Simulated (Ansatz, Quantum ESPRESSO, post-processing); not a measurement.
# vacuum gap of 3.5 Å between two Li(100) faces: ballistic transmission, part 3 of 3

Aim: the zero-bias transmission with pwcond for this junction: vacuum gap of 3.5 Å between two Li(100) faces.

Quantum ESPRESSO 7.5; plane-wave DFT, LDA, GBRV ultrasoft pseudopotentials; cross-check by Ansatz 0.2.0 with PAW datasets.

So far. Step 2 (Self-consistent run): The run needed 31 iterations to bring the estimated error under 1e-07 Ry; the largest force on any atom, held or free, is 0.27 eV/Å. Step 3 (Transmission with pwcond.x): At no point does T exceed the number of channels.

## (4) The open system, with ewind = 2.0 and epsproj = 0.001

Level of this step: transmission by pwcond, lead and junction from one cell; plane-wave DFT, LDA, GBRV ultrasoft pseudopotentials (Quantum ESPRESSO).

A sensitivity test on the input.

Input file cond.w.in:

```
&inputcond
  outdir = './out'
  prefixt = 'scf'
  tran_file = 'cond.w.dat'
  bdl = 2.0000000000
  bds = 8.5174418605
  ikind = 1
  ewind = 2.0
  epsproj = 0.001
  nz1 = 7
  energy0 = 0.4
  denergy = -0.4
/
21
  0.00000000 0.00000000 0.01000000
  0.00000000 0.10000000 0.04000000
  0.00000000 0.20000000 0.04000000
  0.00000000 0.30000000 0.04000000
  0.00000000 0.40000000 0.04000000
  0.00000000 0.50000000 0.02000000
  0.10000000 0.10000000 0.04000000
  0.10000000 0.20000000 0.08000000
  0.10000000 0.30000000 0.08000000
  0.10000000 0.40000000 0.08000000
  0.10000000 0.50000000 0.04000000
  0.20000000 0.20000000 0.04000000
  0.20000000 0.30000000 0.08000000
  0.20000000 0.40000000 0.08000000
  0.20000000 0.50000000 0.04000000
  0.30000000 0.30000000 0.04000000
  0.30000000 0.40000000 0.08000000
  0.30000000 0.50000000 0.04000000
  0.40000000 0.40000000 0.04000000
  0.40000000 0.50000000 0.04000000
  0.50000000 0.50000000 0.01000000
3
```

The run is started by

```console
$ OMP_NUM_THREADS=1 mpirun -n 2 pwcond.x -in cond.w.in > cond.w.out
```

The program printed:

```text
[banner, memory and clock lines left out]
Program PWCOND v.7.5 starts
[citation notice left out]

[...]
./out/scf.save/

     IMPORTANT: XC functional enforced from input :
     Exchange-correlation= PZ
                           (   1   1   0   0   0   0   0)
     Any further DFT definition will be discarded
     Please, verify this is what you really want

     Reading collected, re-writing distributed wavefunctions

===== INPUT FILE containing all the regions =====

     GEOMETRY:

     lattice parameter (alat)  =       6.5007  a.u.
     the volume                =    2339.8128 (a.u.)^3
     the cross section         =      42.2586 (a.u.)^2
     l of the unit cell        =       8.5174 (alat)
     number of atoms/cell      =           16
     number of atomic types    =            1

     crystal axes: (cart. coord. in units of alat)
               a(1) = (  1.0000  0.0000  0.0000 )
               a(2) = (  0.0000  1.0000  0.0000 )
               a(3) = (  0.0000  0.0000  8.5174 )

   Cartesian axes

     site n.     atom                  positions (alat units)
          1        Li     tau(  1)=(  0.0000  0.0000  8.5174  )
          2        Li     tau(  2)=(  0.5000  0.5000  0.5000  )
          3        Li     tau(  3)=(  0.0000  0.0000  1.0000  )
          4        Li     tau(  4)=(  0.5000  0.5000  1.5000  )
          5        Li     tau(  5)=(  0.0000  0.0000  2.0000  )
          6        Li     tau(  6)=(  0.5000  0.5000  2.5000  )
          7        Li     tau(  7)=(  0.0000  0.0000  3.0000  )
          8        Li     tau(  8)=(  0.5000  0.5000  3.5000  )
          9        Li     tau(  9)=(  0.0000  0.0000  4.5174  )
         10        Li     tau( 10)=(  0.5000  0.5000  5.0174  )
         11        Li     tau( 11)=(  0.0000  0.0000  5.5174  )
         12        Li     tau( 12)=(  0.5000  0.5000  6.0174  )
         13        Li     tau( 13)=(  0.0000  0.0000  6.5174  )
         14        Li     tau( 14)=(  0.5000  0.5000  7.0174  )
         15        Li     tau( 15)=(  0.0000  0.0000  7.5174  )
         16        Li     tau( 16)=(  0.5000  0.5000  8.0174  )

     nr1s                      =           27
     nr2s                      =           27
     nr3s                      =          225
     nr1sx                     =           27
     nr2sx                     =           27
     nr3sx                     =          225
     nr1                       =           30
     nr2                       =           30
     nr3                       =          250
     nr1x                      =           30
     nr2x                      =           30
     nr3x                      =          250

 _______________________________
  Radii of nonlocal spheres:

     type       ibeta     ang. mom.          radius (alat units)
       Li         1         0                    0.3102
       Li         2         0                    0.3102
       Li         3         0                    0.3102
       Li         4         1                    0.3102
       Li         5         1                    0.3102
----- General information -----

--- T calc. with identical leads (ikind=1) ---

     nrx                       =           27
     nry                       =           27
     nz1                       =            7

     energy0               =         4.0E-01
     denergy               =        -4.0E-01
     nenergy               =          3
     ecut2d                =         4.0E+01
     ewind                 =         2.0E+00
     epsproj               =         1.0E-03

     number of k_|| points=   21
                       cryst. coord.
        k(    1) = (   0.0000000   0.0000000), wk =   0.0100000
        k(    2) = (   0.0000000   0.1000000), wk =   0.0400000
[...]
k(   21) = (   0.5000000   0.5000000), wk =   0.0100000
----- Information about left/right lead -----

     nocros                   =            9
     noins                    =           27
     norb                     =           45
     norbf                    =          117
     nrz                      =           53

      iorb      type   ibeta   ang. mom.   m       position (alat)
        1        1       1        0        1   taunew(   1)=(  0.0000  0.0000  0.0000)
        2        1       2        0        1   taunew(   2)=(  0.0000  0.0000  0.0000)
[...]
45        1       5        1        3   taunew(  45)=(  0.0000  0.0000  2.0000)
    k slab    z(k)  z(k+1)     crossing(iorb=1,norb)
    1   0.0000 0.0377 0.0377   111111111000000000000000000000000000000000000
    2   0.0377 0.0755 0.0377   111111111000000000000000000000000000000000000
[...]
53   1.9623 2.0000 0.0377   000000000000000000000000000000000000111111111
----- Information about scattering region -----

     noins                    =           99
     norb                     =          117
     norbf                    =          117
     nrz                      =          172

      iorb      type   ibeta   ang. mom.   m       position (alat)
        1        1       1        0        1   taunew(   1)=(  0.0000  0.0000 -0.0000)
        2        1       2        0        1   taunew(   2)=(  0.0000  0.0000 -0.0000)
[...]
117        1       5        1        3   taunew( 117)=(  0.0000  0.0000  6.5174)
 ngper, shell number =          137          22
 ngper, n2d =          137          25
---  E-Ef =    0.4000000  k =    0.0000000   0.0000000
---  ie =          1  ik =          1
 Nchannels of the left tip =            1
 Right moving states:
   k1(2pi/a)   k2(2pi/a)   E-Ef (eV)
   0.2790910   0.0000035   0.4000000
 Left moving states:
   k1(2pi/a)   k2(2pi/a)   E-Ef (eV)
  -0.2790910   0.0000035   0.4000000

 to transmit
 Band j to band i transmissions and reflections:
    j         i     |T_ij|^2    |R_ij|^2

    1 -->     1     0.96427     0.03573
   Total T_j, R_j =    0.96427  0.03573

E-Ef(ev), T(x2 spins) =    0.4000000   1.9285490
---  E-Ef =    0.0000000  k =    0.0000000   0.0000000
---  ie =          2  ik =          1
 Nchannels of the left tip =            1
 Right moving states:
   k1(2pi/a)   k2(2pi/a)   E-Ef (eV)
   0.2136712   0.0000038   0.0000000
 Left moving states:
   k1(2pi/a)   k2(2pi/a)   E-Ef (eV)
  -0.2136712   0.0000038   0.0000000

 to transmit
 Band j to band i transmissions and reflections:
    j         i     |T_ij|^2    |R_ij|^2

    1 -->     1     0.98666     0.01334
   Total T_j, R_j =    0.98666  0.01334

E-Ef(ev), T(x2 spins) =    0.0000000   1.9733240
---  E-Ef =   -0.4000000  k =    0.0000000   0.0000000
---  ie =          3  ik =          1
 Nchannels of the left tip =            1
 Right moving states:
   k1(2pi/a)   k2(2pi/a)   E-Ef (eV)
   0.1442441   0.0000041  -0.4000000
 Left moving states:
   k1(2pi/a)   k2(2pi/a)   E-Ef (eV)
  -0.1442441   0.0000041  -0.4000000

 to transmit
 Band j to band i transmissions and reflections:
    j         i     |T_ij|^2    |R_ij|^2

    1 -->     1     0.99963     0.00037
   Total T_j, R_j =    0.99963  0.00037

E-Ef(ev), T(x2 spins) =   -0.4000000   1.9992620
 ngper, shell number =          137          70
 ngper, n2d =          137          24
[... further energies and points left out ...]
---  E-Ef =    0.4000000  k =    0.5000000   0.5000000
---  ie =          1  ik =         21
 Nchannels of the left tip =            2
 Right moving states:
   k1(2pi/a)   k2(2pi/a)   E-Ef (eV)
   0.2580449  -0.0000004   0.4000000
   0.2580449  -0.0000004   0.4000000
 Left moving states:
   k1(2pi/a)   k2(2pi/a)   E-Ef (eV)
  -0.2580449  -0.0000004   0.4000000
  -0.2580449  -0.0000004   0.4000000

 to transmit
 Band j to band i transmissions and reflections:
    j         i     |T_ij|^2    |R_ij|^2

    1 -->     1     0.02884     0.00060
    1 -->     2     0.00000     0.97056
   Total T_j, R_j =    0.02884  0.97116

    2 -->     1     0.00000     0.97056
    2 -->     2     0.02884     0.00060
   Total T_j, R_j =    0.02884  0.97116

E-Ef(ev), T(x2 spins) =    0.4000000   0.1153790
---  E-Ef =    0.0000000  k =    0.5000000   0.5000000
---  ie =          2  ik =         21
 Nchannels of the left tip =            0
 Right moving states:
   k1(2pi/a)   k2(2pi/a)   E-Ef (eV)
 Left moving states:
   k1(2pi/a)   k2(2pi/a)   E-Ef (eV)

 to transmit
          E-Ef(ev), T =    0.0000000   0.0000000
---  E-Ef =   -0.4000000  k =    0.5000000   0.5000000
---  ie =          3  ik =         21
 Nchannels of the left tip =            0
 Right moving states:
   k1(2pi/a)   k2(2pi/a)   E-Ef (eV)
 Left moving states:
   k1(2pi/a)   k2(2pi/a)   E-Ef (eV)

 to transmit
          E-Ef(ev), T =   -0.4000000   0.0000000
   T_tot     0.40000      0.14309E+01
   T_tot     0.00000      0.12777E+01
   T_tot    -0.40000      0.10597E+01

[...]
```

It took 64 s on 2 MPI ranks of Arm Neoverse N1, shared host; peak memory 0.11 GiB.

The changed values were drawn from a wide range, not chosen for quality; the comparison shows what they did here together.

Beside the run it was changed from:

```csv
quantity,this run,unchanged run,difference
"transmission at the Fermi level, one spin",0.6389,0.6389,-5.0e-5
"lead channels at the Fermi level, one spin",1.290,1.290,0
wall time (s),64,109,
```

Over all energies T moves by up to 3.2e-4, at 0.4 eV.

The physical values in this table stay within 0.05 %.

## (5) Cross-check with Ansatz

As a check, the same structure is run in Ansatz.

Level of this step: plane-wave DFT, LDA, Ansatz PAW (Ansatz 0.2.0).

Input file input.yaml:

```yaml
crystal:
  lattice:
    - [3.44, 0.0, 0.0]
    - [0.0, 3.44, 0.0]
    - [0.0, 0.0, 29.3]
  atoms:
    - { symbol: Li, position: [0.0, 0.0, 0.0] }
    - { symbol: Li, position: [0.5, 0.5, 0.0587030717] }
    - { symbol: Li, position: [0.0, 0.0, 0.1174061433] }
    - { symbol: Li, position: [0.5, 0.5, 0.176109215] }
    - { symbol: Li, position: [0.0, 0.0, 0.2348122867] }
    - { symbol: Li, position: [0.5, 0.5, 0.2935153584] }
    - { symbol: Li, position: [0.0, 0.0, 0.35221843] }
    - { symbol: Li, position: [0.5, 0.5, 0.4109215017] }
    - { symbol: Li, position: [0.0, 0.0, 0.5303754266] }
    - { symbol: Li, position: [0.5, 0.5, 0.5890784983] }
    - { symbol: Li, position: [0.0, 0.0, 0.64778157] }
    - { symbol: Li, position: [0.5, 0.5, 0.7064846416] }
    - { symbol: Li, position: [0.0, 0.0, 0.7651877133] }
    - { symbol: Li, position: [0.5, 0.5, 0.823890785] }
    - { symbol: Li, position: [0.0, 0.0, 0.8825938567] }
    - { symbol: Li, position: [0.5, 0.5, 0.9412969283] }
kpoints:
  mp_grid: { grid: [7, 7, 1] }
hamiltonian:
  xc: lda
scf:
  occupations: { method: fermi_dirac, width: 0.1 }
  convergence: { dr2_threshold: 1.0e-08 }
output:
  transmission: { leads: [[0, 2]], e_range: [-0.4, 0.4], de: 0.4, kmesh: [10, 10] }
  write_potential: true
  write_density: true
  volumetric_format: npy
  elf: true
```

The run is started by

```console
$ ansatz run input.yaml --threads 2 --pin off --max-ram 4096MiB --backend cpu --events-out ev --progress --plain --runs-dir out
```

The program printed:

```text
Engine: ansatz 0.2.0, aarch64-unknown-linux-gnu
Pseudopotentials: kind: paw
Pseudopotential: Li, paw, valence charge 3, recommended cutoff 420 eV (normal), Li.paw.azcp
Functional definition: SPW92
  exchange = slater_x
  correlation = pw_c
Crystal: 16 atoms, lattice volume = 346.724 Å³
Basis set: ecut = 420 eV, 6781 PW (Γ)
Bands: 40, of which v1, the nominal top of the filled ones, is band 24 counted from 1 (23 counted from 0)
Symmetry: 16 space group operations
Space group: P4/nmm (ITA 129), of the structure as read, at distance tolerance 7.0e-5 Å
k-points: 10 of 49
Non-local potential: Li, projectors of the file, l = 0: 3, l = 1: 2, l = 2: 1
PAW form: soft (Blöchl's): semilocal exchange-correlation on the pseudo side does not see the compensation charge
PAW one-centre angular grid: Li, 110 points (default); XC on 64 Gauss nodes
Initial density: superposition of atomic densities (neutral atoms: chi_scale 0, normalization atom), corrected by the library's trained network
Initial wavefunctions: pseudopotential atomic-orbital guess
Functional: x = slater, c = lda
SCF iter   1: F=—  HF=-3225.863619 eV  |F-HF|=—  |Δ(HF+E_count)|=         —  Δρ=4.35e-3  dr2=3.67e-1  ethr=1.77e-3  ⟨swp⟩=11.2  Hψ=2389  notcnv=0  defer=10
preconditioner: auto → Kerker (q_TF=auto, 1.962 Å⁻¹)  [metal: Δε(μ)=0.011 eV  Ē_g=3.820 eV  σ=0.100 eV  W_gap=0.03  n_scr=46 (ndim 8)  ℏωp=8.0 eV  f_vac=0.000  D(μ)=8.15/eV (n_scr^D=54)]
SCF iter   2: F=—  HF=-3225.803325 eV  |F-HF|=—  |Δ(HF+E_count)|=   6.03e-2  Δρ=1.94e-3  dr2=1.14e-1  ethr=7.65e-4  ⟨swp⟩=1.2  Hψ=484  notcnv=0  defer=14
SCF iter   3: F=—  HF=-3225.791063 eV  |F-HF|=—  |Δ(HF+E_count)|=   1.23e-2  Δρ=1.77e-4  dr2=1.08e-3  ethr=2.38e-4  ⟨swp⟩=1.0  Hψ=371  notcnv=0  defer=14
SCF iter   4: F=—  HF=-3225.790928 eV  |F-HF|=—  |Δ(HF+E_count)|=   1.35e-4  Δρ=9.76e-5  dr2=4.77e-4  ethr=2.25e-6  ⟨swp⟩=1.2  Hψ=403  notcnv=0  defer=14
SCF iter   5: F=—  HF=-3225.790894 eV  |F-HF|=—  |Δ(HF+E_count)|=   3.39e-5  Δρ=3.24e-5  dr2=2.01e-5  ethr=9.93e-7  ⟨swp⟩=1.0  Hψ=371  notcnv=0  defer=14
SCF iter   6: F=—  HF=-3225.790889 eV  |F-HF|=—  |Δ(HF+E_count)|=   4.43e-6  Δρ=7.50e-6  dr2=1.35e-6  ethr=4.18e-8  ⟨swp⟩=1.2  Hψ=373  notcnv=0  defer=14
SCF iter   7: F=—  HF=-3225.790877 eV  |F-HF|=—  |Δ(HF+E_count)|=   1.19e-5  Δρ=2.11e-6  dr2=6.00e-8  ethr=2.82e-9  ⟨swp⟩=1.3  Hψ=380  notcnv=0  defer=17
SCF iter   8: F=-3225.790877 eV  HF=-3225.790877 eV  |F-HF|=2.16e-9  |Δ(HF+E_count)|=   1.49e-9  Δρ=4.78e-7  dr2=3.21e-9  ethr=2.08e-11  ⟨swp⟩=9.4  Hψ=1242  notcnv=0
SCF 1 converged in 8 iterations: F = -3225.790877 eV  dr2 = 3.21e-9
  greatest PAW one-centre occupation: 1.000 electrons in one spin orbital (limit 2), on the Li atom at site 9 (counted from 0), in its partial waves of l = 0
transmission: 79 of 777 steps passed
transmission: 157 of 777 steps passed
[...]
transmission: 777 of 777 steps passed
SCF converged after 8 iterations
Free energy (F): -3225.790877 eV
Harris-Foulkes:  -3225.790877 eV  (|F-HF|=2.16e-9)
Internal energy: -3225.517569 eV  (E = F + TS)
E sigma→0 (E₀):  -3225.654223 eV
Entropy (-TS):   -0.273309 eV (-17.082 meV/atom)
Fermi energy:    0.718403 eV
--- Per-component energies (eV) ---
  E_band       = -1449.573274
  E_kinetic    = 336.880425
  E_local      = -2442.163529  (includes V_loc(G=0)·N_el)
  E_nonlocal   = -529.639506
  E_hartree    = 784.916556
  E_xc         = -156.112098
  E_vxc        = -203.423881  (∫ρ·V_xc dr)
  E_paw        = -295.359316  (= ΣΔE_a)
  E_vpaw       = -181.059565  (= ΣTr[D̂ρ^β])
  E_aug_tail   = 0.000138  (compensation charges beyond the density's cutoff)
  E_ewald      = -924.040240
  E_smearing   = -0.273309  (= −TS)
  E_closure    = -0.000000  (closes the sum)
  Σ components = -3225.790877   (vs F -3225.790877, Δ=0.00e0)
--- Band table (eV; the first three rows and the last of 10) ---
  k-point 0: bands = [... 20 lower, -2.0885, -1.5859, -1.3917, -0.5968, -0.4907, 0.6510, 0.6913, 2.1055, ... 12 higher]
  k-point 1: bands = [... 20 lower, -1.8967, -1.4005, -1.1999, -0.4197, -0.3033, 0.8220, 0.8482, 2.2337, ... 12 higher]
  k-point 2: bands = [... 20 lower, -1.3228, -0.8504, -0.6356, 0.0828, 0.2223, 1.2061, 1.2114, 2.0735, ... 12 higher]
  k-point 9: bands = [... 20 lower, 1.0926, 1.2267, 1.2905, 1.4078, 1.7397, 1.7741, 2.0534, 2.0852, ... 12 higher]
--- Transmission ---
  basis      : 101 plane waves across, 37 finite elements along
  points     : 21, standing for a mesh of 10 x 10
  energies   : 3 from -0.400000 to 0.400000 eV about the Fermi level, 0.400000 eV apart; the leads are filled to 0.000000 eV, and channels, transmission and decay are at 0.000000 eV
  crystal 0  : Li2, at the sites [0, 2], period 3.4400 Å, over 27.52 Å; its Hamiltonian steps by up to 9.7 meV
    offset         : up to 0.0000 Å between an atom of the period and one for which it stands
    channels       : 1.210000e0 a spin
    conductance    : none, the energies end too early or step too widely for 300 K: set another output.transmission.e_range or a lower de, or, where they end at an eighth of basis.ecutwfc, a higher one
    slowest decay  : 0.2359 /Å at (0.5000, 0.5000)
  junction   : crystal 0 to crystal 0, -0.16 to 25.70 Å
    transmission   : 6.300235e-1 a spin
    conductance    : none, the energies end too early or step too widely for 300 K: set another output.transmission.e_range or a lower de, or, where they end at an eighth of basis.ecutwfc, a higher one
```

It took 56 s on 2 threads; peak memory 0.52 GiB; 1.7 min of CPU time.

Numbers from this step:

- free energy: -3225.7909 eV
- energy at zero smearing: -3225.6542 eV
- smearing term TS: 0.2733 eV
- Fermi energy: 0.7184 eV
- symmetry operations: 16
- transmission at the Fermi level, one spin: 0.6300
- lead channels at the Fermi level, one spin: 1.21
- step of the lead's Hamiltonian over a period: 9.7 meV

Per spin; mean over the k mesh across the current. Table of transmission, zone mean by energy, zero at the Fermi level:

```csv
energy (eV),"transmission, zone mean"
-0.400,0.521
0.000,0.630
0.400,0.708
```

Per spin; mean over the k mesh across the current. The open channels, zone mean by energy, zero at the Fermi level:

```csv
energy (eV),"open channels, zone mean"
-0.400,1.09
0.000,1.21
0.400,1.27
```

ELF in the ca plane at fractional y = 0.000, with atoms of Li within 0.2 Å of it. It is the smooth field of the valence electrons, not physical close to the nuclei.

Ten even steps from '0' (0.15 × 1e-1) to '9' (9.86 × 1e-1), each cell a mean:
```
89303652059701455443210398205652069602564029
01015664101003565543320011026664001004665200
11256665421246665543332111367665311245666521
55666666655667765543334456677666655566666665
66666666666677765543334566777666666666666666
33466666543466765543333334567666543456666653
00035665200025665543321000146665200025665310
45104663026302565443310155015663025202564105
99503652079811455443210599405651089811563049
```
Columns run along c (16.0 Å, from fractional 0.23 to 0.77 of the cell), rows up along a (3.4 Å). Atoms in or near the plane, at fractional coordinates: Li at (0.23, 0.00), Li at (0.35, 0.00), Li at (0.53, 0.00), Li at (0.65, 0.00), Li at (0.77, 0.00).

Valence density in the ca plane at fractional y = 0.000, with atoms of Li within 0.2 Å of it. It is the smooth field of the valence electrons, not physical close to the nuclei.

Ten steps, logarithmic in the rise over the least value, from '0' (0.0 e/Å³) to '9' (7.5 e/Å³), each cell a mean:
```
88510000168720000000000488410000168610000048
22100000012100000000000022100000012100000012
00000000000000000000000000000000000000000000
00000000000000000000000000000000000000000000
00000000000000000000000000000000000000000000
00000000000000000000000000000000000000000000
11000000001000000000000000000000001000000001
56300000146410000000000255200000146410000025
99610000279830000000000599510000189820000159
```
Columns run along c (16.0 Å, from fractional 0.23 to 0.77 of the cell), rows up along a (3.4 Å). Atoms in or near the plane, at fractional coordinates: Li at (0.23, 0.00), Li at (0.35, 0.00), Li at (0.53, 0.00), Li at (0.65, 0.00), Li at (0.77, 0.00).

Ansatz finds T = 0.630 against pwcond's 0.639.

## (6) All levels side by side

All levels:

```csv
step,T at the Fermi level (per spin),conductance (G0),r.m.s. T(E) from the first,CPU time of the step (s),peak memory (GiB)
Ansatz,0.63,-,0,104.6,0.522
pwcond,0.6389,0.6389,0.008378,218.7,0.12
"pwcond, changed setting",0.6389,0.6389,0.008293,128,0.11
```

Per spin; mean over the k mesh across the current. The transmission, zone mean by energy, zero at the Fermi level:

```csv
energy (eV),Ansatz,pwcond,"pwcond, changed setting"
-0.400,0.521,0.530,0.530
0.000,0.630,0.639,0.639
0.400,0.708,0.716,0.715
```

## (7) The arithmetic

The Landauer sum over the mesh, Σ w T = 0.0800 × 0.995 + 0.0800 × 0.926 + 0.0800 × 0.819 + … = 0.6389.

G = 0.639 × 77.48 µS = 49.5 µS a cell. Times the area of 11.834 Å², the resistance-area product is A/G = 2.39 fΩ m², the leads' contact resistance included.

Free electrons at 1 an atom (4 atoms in 81.4 Å³) have k_F = 1.133 1/Å and offer A k_F²/4π = 1.21 channels per spin; the lead has 1.29 on this mesh.

## (8) What came out

```json
{
  "conductance from T at the Fermi level, a cell (G₀ = 2e²/h)": "0.639 G₀",
  "conductance per area": "418 S/μm²",
  "lead channels per spin": "1.29",
  "the same conductance by Ansatz": "0.630 G₀"
}
```

What this shows: The junction conducts 0.639 G₀ a cell at the Fermi level (LDA, GBRV ultrasoft). At the Fermi level the junction passes 50 % of what the leads offer. At the Fermi level pwcond and Ansatz differ by 1.4 %, a close match. The codes count unlike numbers of lead channels on 8 % of the mesh. The mean rests on 21 distinct points, the heaviest weighing 0.08, and the mesh was not tested, so even the second digit is unsure. Over -0.4 to 0.4 eV, T lies between 0.53 and 0.72 per spin. The geometry is as built, not relaxed, and the leads are short. Semilocal functionals lack the image potential in a vacuum gap.

[Logs are printed without paths, hosts, clocks, repeated set-up lines and the standing remarks that a program may print on its own settings, such as how far it seeks lower states.]

[Hosts, paths, dates, database ids (printed as entryN), source tags and the programs' standing remarks are cut or masked in the printed files.]

[Maps of the electrostatic potential energy from Ansatz leave out the sawtooth potential of an applied field or a dipole correction, so their vacuum need not be flat; planar profiles and work functions include it.]
